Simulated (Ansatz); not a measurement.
## Atom list for Liquid GePd4 from DFT dynamics (110 atoms)

The starting structure: 110 atoms (22 Ge, 88 Pd) packed at random in a cube at 10.3 g/cm³ and pushed apart as soft spheres; a start for melting by ab initio MD, not an equilibrated structure. The starting density is a measured one.

This is the frame at 405 fs of a trajectory, stage 'liquid at 1650 K' (instantaneous temperature 1571 K). Method: Kohn-Sham DFT, PBE, PAW (set soft_2), plane waves (Ansatz 0.2.0); cutoff 420 eV, Γ point, fermi-dirac smearing of 0.142 eV; density 10.3 g/cm³.

Extended XYZ; positions in Å, forces in eV/Å:

```xyz
110
Lattice="12.091 0.000 0.000 0.000 12.091 0.000 0.000 0.000 12.091" Properties=species:S:1:pos:R:3:forces:R:3 pbc="T T T"
Ge 7.969 10.603 5.945 0.071 -1.403 -1.324
Ge 9.516 4.033 10.460 1.574 1.253 -0.563
Ge 7.356 5.458 4.876 0.717 -0.375 -0.403
Ge 0.999 8.138 5.651 1.545 -3.955 0.859
Ge 2.508 9.652 2.061 0.166 1.904 1.955
Ge 6.775 6.487 11.232 -0.579 1.675 1.817
Ge 6.479 8.678 0.921 -1.906 1.168 -0.687
Ge 8.188 0.089 1.664 -0.336 2.636 1.651
Ge 7.181 2.555 8.165 0.788 -0.128 -1.068
Ge 5.964 4.557 2.194 -0.269 -0.261 0.257
Ge 2.055 10.509 10.549 -0.202 -0.675 0.184
Ge 11.511 0.962 5.084 0.143 0.268 0.682
Ge 9.445 1.173 8.824 2.026 -0.963 -0.119
Ge 9.726 10.717 10.524 -2.510 2.386 -2.666
Ge 10.087 9.474 2.726 0.484 0.008 0.447
Ge 2.792 1.659 2.318 0.136 -1.706 0.112
Ge 2.282 7.724 10.024 0.600 0.544 -0.258
Ge 5.940 2.662 0.065 0.378 0.563 -1.223
Ge 3.695 3.592 8.920 -1.230 -0.025 0.147
Ge 5.566 6.958 7.297 -1.482 0.371 -2.773
Ge 5.506 1.333 5.265 -1.818 0.592 -1.806
Ge 5.459 9.751 4.374 -0.079 0.594 1.555
Pd 10.940 9.550 11.806 2.834 -3.058 0.956
Pd 11.681 3.314 6.390 0.990 -0.863 -1.672
Pd 7.046 8.085 5.692 0.761 -0.334 -0.774
Pd 6.612 7.175 3.326 -0.327 -1.756 -0.564
Pd 11.258 7.443 1.870 1.210 0.785 -0.981
Pd 9.496 1.126 6.255 -1.266 1.106 0.738
Pd 9.881 6.577 8.224 -0.173 -1.827 0.307
Pd 4.241 7.112 4.901 -0.010 -0.484 0.819
Pd 10.099 10.941 4.931 1.208 -1.190 -1.513
Pd 9.823 0.776 11.963 0.015 -2.369 -0.151
Pd 2.311 5.347 10.016 -1.377 -1.665 -0.958
Pd 1.563 8.701 0.299 -1.004 -1.212 -2.189
Pd 6.989 7.442 9.056 2.235 -0.123 1.292
Pd 4.575 8.598 2.582 -0.528 0.177 -1.180
Pd 0.289 12.034 11.409 -1.519 -2.120 -2.628
Pd 0.105 10.491 9.135 -1.229 0.955 0.279
Pd 9.579 5.472 2.243 0.365 -2.994 1.510
Pd 11.820 4.470 8.689 0.306 1.106 1.517
Pd 9.377 8.902 8.822 -0.306 -0.464 0.625
Pd 9.554 3.415 7.959 -1.293 0.600 0.255
Pd 0.143 8.106 8.340 0.055 0.092 -1.195
Pd 6.729 0.216 6.849 0.205 1.192 0.661
Pd 1.998 7.327 2.876 -0.507 0.279 -0.054
Pd 2.863 3.769 1.554 -0.012 -0.093 -1.528
Pd 7.055 11.981 11.708 -0.903 2.006 0.207
Pd 0.242 9.315 3.853 -1.321 -0.640 -1.556
Pd 8.112 0.450 4.021 -1.175 0.441 -0.099
Pd 7.760 4.600 0.452 -0.983 -0.144 -0.399
Pd 2.707 4.821 6.441 0.019 -0.124 0.210
Pd 11.905 4.186 2.026 1.020 0.257 -0.304
Pd 7.610 11.773 9.215 1.094 0.029 0.260
Pd 1.591 5.876 0.436 0.545 1.120 1.490
Pd 7.363 2.884 5.544 0.469 0.248 0.756
Pd 2.198 4.846 3.668 0.451 0.080 1.528
Pd 10.265 5.718 11.928 0.701 0.114 -0.647
Pd 6.653 9.522 7.717 -0.080 1.791 0.406
Pd 12.068 10.639 1.622 0.260 0.361 0.566
Pd 0.809 2.344 3.682 -0.514 1.609 -0.245
Pd 5.075 4.363 4.593 0.060 0.494 -0.380
Pd 8.157 2.218 10.648 -1.874 -0.152 0.048
Pd 7.927 3.425 3.008 -0.983 0.457 -0.852
Pd 9.407 7.271 3.854 -0.530 1.207 1.820
Pd 4.482 10.868 6.389 -0.258 -0.093 -1.387
Pd 6.634 9.772 10.587 1.452 -2.222 0.157
Pd 0.084 6.878 10.500 -1.044 -0.463 0.865
Pd 4.165 1.339 7.532 -1.157 0.530 -1.694
Pd 2.800 7.443 7.521 -0.181 -1.090 -1.048
Pd 3.179 2.501 4.707 1.033 -0.931 0.877
Pd 11.809 0.761 7.632 -1.209 -0.535 1.409
Pd 6.909 4.709 9.867 0.176 -2.003 -1.036
Pd 3.955 11.852 3.325 -0.534 0.313 0.837
Pd 5.838 1.833 2.255 -0.383 -0.718 1.054
Pd 11.872 6.180 6.540 2.241 -0.054 0.524
Pd 4.634 6.228 9.249 -0.490 -1.248 1.095
Pd 4.241 4.900 11.704 1.440 -0.616 -0.399
Pd 8.594 10.126 0.889 0.753 -1.570 -2.461
Pd 9.886 4.966 5.662 -2.461 0.376 -1.112
Pd 8.300 7.419 1.299 0.638 -0.790 0.411
Pd 5.678 10.939 1.610 0.353 0.099 0.031
Pd 4.345 0.909 11.714 0.124 -0.564 0.818
Pd 2.153 2.273 11.225 0.483 0.389 0.059
Pd 5.448 2.030 9.656 0.319 0.133 1.119
Pd 2.310 0.394 9.331 0.072 0.443 -0.472
Pd 4.468 8.885 9.303 0.276 -1.599 -0.640
Pd 5.473 4.028 7.390 -1.829 -0.159 -0.656
Pd 4.259 10.287 11.369 -0.615 2.433 1.502
Pd 0.426 10.129 6.376 -1.613 2.315 1.316
Pd 10.612 0.543 2.619 -1.495 -0.889 0.580
Pd 7.540 5.439 7.262 1.896 0.513 -0.132
Pd 4.340 7.867 11.907 0.262 -2.188 0.099
Pd 1.718 0.221 6.232 2.590 0.859 0.361
Pd 1.480 2.606 8.056 1.642 0.695 0.367
Pd 9.893 3.082 0.869 -0.149 0.347 0.315
Pd 4.230 6.082 1.973 -0.439 0.034 0.568
Pd 10.058 2.686 3.973 1.295 0.949 0.754
Pd 11.644 2.034 10.296 -1.402 -0.393 -2.476
Pd 11.924 5.840 3.970 -0.515 0.558 0.326
Pd 2.226 11.765 0.733 2.423 0.086 2.101
Pd 0.967 11.870 3.817 1.179 -1.404 -1.102
Pd 5.057 11.339 8.868 -0.946 0.946 1.405
Pd 9.688 10.851 7.578 1.264 2.259 -0.443
Pd 0.271 4.030 11.433 -0.560 1.423 0.640
Pd 7.651 9.657 3.216 -0.263 0.542 1.853
Pd 2.535 9.940 8.052 -0.658 1.244 -0.431
Pd 9.083 7.850 11.051 -0.512 -0.476 -0.709
Pd 2.833 9.530 4.566 0.207 0.329 0.689
Pd 0.090 1.602 1.050 1.761 2.227 0.532
Pd 10.341 8.307 6.106 -0.271 0.600 0.378
```

Only the Γ point is sampled, in a cell whose shortest periodic width is 12 Å.

The r.m.s. force component is 1.14 eV/Å; the longest force, 4.37 eV/Å, acts on Ge14. The energy lies 71.5 meV/atom below that of the first step of this run.

[Logs are printed without paths, hosts, clocks, repeated set-up lines and the standing remarks that a program may print on its own settings, such as how far it seeks lower states.]

[Hosts, paths, dates, database ids (printed as entryN), source tags and the programs' standing remarks are cut or masked in the printed files.]
